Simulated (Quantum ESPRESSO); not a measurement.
# HfO2 (Fm-3m): a worked LO-TO splitting

How high does the longitudinal optical mode of HfO2 (Fm-3m) lie, given the transverse one, the Born charge and ε∞?

Program: Quantum ESPRESSO 7.5. Level of theory: DFT LDA, scalar-relativistic, plane waves, PseudoDojo norm-conserving pseudopotentials. Results are calculated unless marked as measured.

### Step 1. The relaxed structure

The structure is cubic, space group Fm-3m (No. 225). The conventional cell has a = 4.962 Å, b = 4.962 Å, c = 4.962 Å, α = 90.00°, β = 90.00°, γ = 90.00°. Hf has 8 O at 2.15 Å nearest. Nearest to O lie 4 Hf at 2.15 Å. Farther neighbours and most contacts between anions are not listed.

This is the cell after its relaxation at this level of theory, not the database cell from which that began.

### Step 2. What the response run gave

A linear-response run on the relaxed cell, with the response to an electric field; only its zone-centre results are used. Cutoff 92 Ry, k mesh 8×8×8.

Log:

```text
[banners, grids, parts of the stress and lines that vanish by symmetry left out]
Program PHONON v.7.5
     Reading xml data from directory:

[...]
Exchange-correlation= PW
                           (   1   4   0   0   0   0   0)
[...]
kinetic-energy cut-off    =      92.0000  Ry
     charge density cut-off    =     368.0000  Ry
     convergence threshold     =      1.0E-18
[...]
Exchange-correlation= PW
                           (   1   4   0   0   0   0   0)
[...]
q = (   0.0000000   0.0000000   0.0000000 )
     49 Sym.Ops. (with q -> -q+G )
     G cutoff =  409.7504  (  24597 G-vectors)     FFT grid: ( 45, 45, 45)
     number of k points=    29
[...]
Mode symmetry, O_h (m-3m)  point group:
[...]
Dielectric constant
[...]
End of electric fields calculation
          Dielectric constant in cartesian axis
          (       5.228120668       0.000000000      -0.000000000 )
          (      -0.000000000       5.228120668      -0.000000000 )
          (       0.000000000       0.000000000       5.228120668 )
          Effective charges (d Force / dE) in cartesian axis without acoustic sum rule applied (asr)
           atom    1  Hf    Mean Z*:        5.54601
      Ex  (        5.54601        0.00000        0.00000 )
      Ey  (        0.00000        5.54601       -0.00000 )
      Ez  (        0.00000       -0.00000        5.54601 )
           atom    2  O     Mean Z*:       -2.77275
      Ex  (       -2.77275        0.00000        0.00000 )
      Ey  (        0.00000       -2.77275        0.00000 )
      Ez  (       -0.00000        0.00000       -2.77275 )
           atom    3  O     Mean Z*:       -2.77275
      Ex  (       -2.77275       -0.00000       -0.00000 )
      Ey  (       -0.00000       -2.77275        0.00000 )
      Ez  (       -0.00000        0.00000       -2.77275 )
          Effective charges Sum: Mean:        0.00050
[...]
Effective charges (d Force / dE) in cartesian axis with asr applied:
           atom    1  Hf    Mean Z*:        5.54584
[...]
atom    2  O     Mean Z*:       -2.77292
[...]
atom    3  O     Mean Z*:       -2.77292
[...]
Representation #   1 modes #   1   2   3
[...]
End of self-consistent calculation
     Convergence has been achieved
     Representation #   2 modes #   4   5   6
[...]
End of self-consistent calculation
     Convergence has been achieved
     Representation #   3 modes #   7   8   9
[...]
End of self-consistent calculation
     Convergence has been achieved
[...]
Dielectric constant in cartesian axis
          (       5.228120668       0.000000000      -0.000000000 )
          (      -0.000000000       5.228120668      -0.000000000 )
          (       0.000000000       0.000000000       5.228120668 )
          Effective charges (d Force / dE) in cartesian axis without acoustic sum rule applied (asr)
           atom    1  Hf    Mean Z*:        5.54601
      Ex  (        5.54601        0.00000        0.00000 )
      Ey  (        0.00000        5.54601       -0.00000 )
      Ez  (        0.00000       -0.00000        5.54601 )
           atom    2  O     Mean Z*:       -2.77275
      Ex  (       -2.77275        0.00000        0.00000 )
      Ey  (        0.00000       -2.77275        0.00000 )
      Ez  (       -0.00000        0.00000       -2.77275 )
           atom    3  O     Mean Z*:       -2.77275
      Ex  (       -2.77275       -0.00000       -0.00000 )
      Ey  (       -0.00000       -2.77275        0.00000 )
      Ez  (       -0.00000        0.00000       -2.77275 )
          Effective charges Sum: Mean:        0.00050
[...]
Effective charges (d Force / dE) in cartesian axis with asr applied:
           atom    1  Hf    Mean Z*:        5.54584
[...]
atom    2  O     Mean Z*:       -2.77292
[...]
atom    3  O     Mean Z*:       -2.77292
[...]
q = (    0.000000000   0.000000000   0.000000000 )
[...]
freq (    1) =      -0.015892 [THz] =      -0.530088 [cm-1]
     freq (    2) =      -0.015892 [THz] =      -0.530088 [cm-1]
     freq (    3) =      -0.015892 [THz] =      -0.530088 [cm-1]
     freq (    4) =       7.757524 [THz] =     258.763138 [cm-1]
     freq (    5) =       7.757524 [THz] =     258.763138 [cm-1]
     freq (    6) =       7.757524 [THz] =     258.763138 [cm-1]
     freq (    7) =      18.333817 [THz] =     611.550310 [cm-1]
     freq (    8) =      18.333817 [THz] =     611.550310 [cm-1]
     freq (    9) =      18.333817 [THz] =     611.550310 [cm-1]
[...]
Mode symmetry, O_h (m-3m)  point group:
     freq (   1-   3) =         -0.5  [cm-1]   --> T_1u G_15  G_4- I
     freq (   4-   6) =        258.8  [cm-1]   --> T_1u G_15  G_4- I
     freq (   7-   9) =        611.6  [cm-1]   --> T_2g G_25' G_5+ R

   JOB DONE.
```

```tsv
quantity	value
cell volume Ω (Å³)	30.538
mass of Hf (u)	178.490
mass of O (u)	15.999
Born charge of Hf, raw (e)	5.546
Born charge of O, raw (e)	-2.773
ε∞	5.228
ω(TO) after the sum rule (cm⁻¹)	258.8
```

### Step 3. The calculation

The charges must sum to zero over the cell; taking off their mean, 0.000 e, leaves Z* = 5.546 e on Hf. In the polar mode Hf moves against the two O, so the reduced mass is μ = 178.49 × 32.00 / 210.49 = 27.134 u.

A longitudinal wave builds up a field that adds to the restoring force: ω(LO)² = ω(TO)² + 4π Z*² / (μ Ω ε∞), in Hartree atomic units. With μ = 49462 electron masses and Ω = 206.08 bohr³ the second term is 7.2528e-06 Ha², or 349359 cm⁻² (1 Ha = 219474.6 cm⁻¹).

So ω(LO) = √(66962 + 349359) = 645.2 cm⁻¹, and by the Lyddane-Sachs-Teller relation ε₀ = ε∞ (ω(LO)/ω(TO))² = 32.50.

### Step 4. Check against the program

The analysis program adds the same non-analytic term to the full matrix, here for q along (1 0 0).

Log:

```text
[banners, grids, parts of the stress and lines that vanish by symmetry left out]
[banner, memory and clock lines left out]
Program DYNMAT v.7.5

     Reading Dynamical Matrix from file g.dyn
     ...Force constants read
     ...epsilon and Z* read

     Polarizability (A^3 units)
     multiply by 0.415046 for Clausius-Mossotti correction
        10.274790   -0.000000    0.000000
         0.000000   10.274790    0.000000
        -0.000000   -0.000000   10.274790

     IR activities are in (D/A)^2/amu units

# mode   [cm-1]    [THz]      IR
    1     -0.00   -0.0000    0.0000
    2      0.00    0.0000    0.0000
[...]
8    611.55   18.3339    0.0000
    9    645.23   19.3434   26.1513

[end of the log left out, with the tail of the file of modes that dynmat.x writes under the same name]
```

ε₀ comes from the program's run without a direction of q.

```tsv
quantity	by hand	program
ω(LO) (cm⁻¹)	645.2	645.2
ε₀	32.50	32.50
```

### Step 5. What came out

```yaml
to_mode: 258.8 cm⁻¹
lo_mode: 645.2 cm⁻¹
static_dielectric_constant: 32.50
```

The LO mode of HfO2 (Fm-3m) lies at 645 cm⁻¹, 386 cm⁻¹ above the TO mode; the formula meets the program within 0.1 cm⁻¹, as it must for a cubic crystal with one polar mode. ω(LO)² − ω(TO)² goes with Z*²/ε∞: an error of 5 % in ε∞ would move the LO mode by 13.0 cm⁻¹, and semilocal functionals tend to overestimate ε∞. These are harmonic values at zero temperature, at the volume of this functional, for the structure held cubic; stability elsewhere in the zone is no part of this calculation.

[Host names and launcher messages were left out of these logs when they were recorded.]

[Logs are printed without paths, hosts, clocks, repeated set-up lines and the standing remarks that a program may print on its own settings, such as how far it seeks lower states.]

[Hosts, paths, dates, database ids (printed as entryN), source tags and the programs' standing remarks are cut or masked in the printed files.]
